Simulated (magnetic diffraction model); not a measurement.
## TbGaPb below its ordering temperature

Space group P-62m (no. 189), a = 7.8430 Å, c = 4.1950 Å.

| site | atom | x | y | z |
| --- | --- | --- | --- | --- |
| 1b | Pb | 0 | 0 | 1/2 |
| 2c | Pb | 1/3 | 2/3 | 0 |
| 3g | Tb | 0 | 0.6040 | 1/2 |
| 3f | Ga | 0 | 0.2592 | 0 |

This is a made-up structure (elements placed in a structure type, unrelaxed), so the numbers test the method and describe no known phase.

Only Tb is taken to order (form factors of Tb3+); orders and moment sizes are assumed, and not adapted to the symmetry. Radiation: neutrons of λ = 2.52 Å, 2° to 80°; isotropic B of 0.24 Å² (Pb), 0.26 Å² (Tb) and 0.34 Å² (Ga). Simulated constant-wavelength pattern: nuclear and magnetic terms add, the magnetic one as |2.695 fm × Σ f S⊥ exp(2πi Q·r) exp(−B s²)|², summed over all Q at one angle with the factor 1/(sin²θ cos θ). For a modulated order the moment at position r is S exp(−2πi k·r) + c.c., with S = m/2 for a sine wave of amplitude m and S = m(u + iv)/2 for moments turning in a plane, u and v being orthogonal unit vectors in it; the phase factor of the sum at Q = H + k is then exp(2πi H·r). Free-ion form factors, Sears's scattering lengths of 1992, no absorption; a label names one of the reflections at its angle. The strongest nuclear line in the range is 100, and lines under 0.2 are left out.

Above the ordering temperature:

```tsv
2θ (°)	index	I
21.38	(1 0 0)	1.0
34.96	(0 0 1)	2.4
37.48	(1 1 0)	8.1
41.34	(1 0 1)	8.1
43.56	(2 0 0)	0.9
52.19	(1 1 1)	92.9
57.02	(2 0 1)	100.0
58.79	(2 1 0)	40.4
67.63	(3 0 0)	72.5
70.26	(2 1 1)	63.1
73.84	(0 0 2)	43.0
78.45	(3 0 1)	1.8
79.97	(2 2 0)	8.8
```

Below it (cell unchanged):

```tsv
2θ (°)	I
12.30	213.4
21.38	1.0
24.74	30.0
32.92	51.4
34.96	2.4
37.19	81.8
37.48	8.1
41.34	8.1
43.30	30.4
43.56	0.9
45.43	31.9
48.78	67.2
50.73	11.3
52.19	92.9
55.66	10.1
57.02	100.0
58.58	50.1
58.79	40.4
63.10	18.6
64.76	1.9
67.44	17.1
67.63	72.5
69.05	12.7
70.26	63.1
73.21	9.7
73.84	43.0
75.21	18.2
75.76	3.4
78.45	1.8
79.25	9.1
79.79	22.7
79.97	8.8
```

**Question.** Find the propagation vector, then choose among these models:
A. a sine wave with moments along [100] (amplitudes given), 7.4 μB on Tb; signs + at (0, 0.6040, 1/2), − at (0.6040, 0, 1/2), − at (0.3960, 0.3960, 1/2)
B. moments turning in the plane of [100] and [010], 7.4 μB on Tb; signs + at (0, 0.6040, 1/2), − at (0.6040, 0, 1/2), − at (0.3960, 0.3960, 1/2)
C. moments turning in the plane of [001] and [100], 7.4 μB on Tb; signs + at (0, 0.6040, 1/2), − at (0.6040, 0, 1/2), − at (0.3960, 0.3960, 1/2)
D. a sine wave with moments along [010] (amplitudes given), 7.4 μB on Tb; signs + at (0, 0.6040, 1/2), − at (0.6040, 0, 1/2), − at (0.3960, 0.3960, 1/2)

The new lines index as (1/3 1/3 0) at 12.30°, (2/3 2/3 0) at 24.74°, (4/3 1/3 0) at 32.92° and (1/3 1/3 1) at 37.19°, that is as H ± k with k = (1/3 1/3 0). Satellites come in pairs about each point of the reciprocal lattice.

Magnetic intensity, observed (below minus above) and for each model:

| 2θ (°) | index | observed | A | B | C | D |
| --- | --- | --- | --- | --- | --- | --- |
| 12.30 | (1/3 1/3 0) | 213.4 | 54.7 | 213.4 | 268.1 | 121.1 |
| 24.74 | (2/3 2/3 0) | 30.0 | 13.1 | 30.0 | 43.1 | 13.1 |
| 32.92 | (4/3 1/3 0) | 51.4 | 31.6 | 51.4 | 83.1 | 25.0 |
| 37.19 | (1/3 1/3 1) | 81.8 | 39.7 | 81.8 | 44.6 | 41.2 |
| 45.43 | (5/3 2/3 0) | 31.9 | 15.3 | 31.9 | 47.3 | 16.5 |
| 48.78 | (4/3 1/3 1) | 67.2 | 36.0 | 67.2 | 56.7 | 33.3 |
| 55.66 | (7/3 1/3 0) | 10.1 | 8.5 | 10.1 | 18.6 | 2.8 |
| 58.58 | (5/3 2/3 1) | 50.1 | 24.6 | 50.1 | 47.3 | 25.5 |

Model B matches.

The structure used: k = (1/3 1/3 0), moments turning in the plane of [100] and [010], 7.4 μB on Tb; signs + at (0, 0.6040, 1/2), − at (0.6040, 0, 1/2), − at (0.3960, 0.3960, 1/2).

[Logs are printed without paths, hosts, clocks, repeated set-up lines and the standing remarks that a program may print on its own settings, such as how far it seeks lower states.]
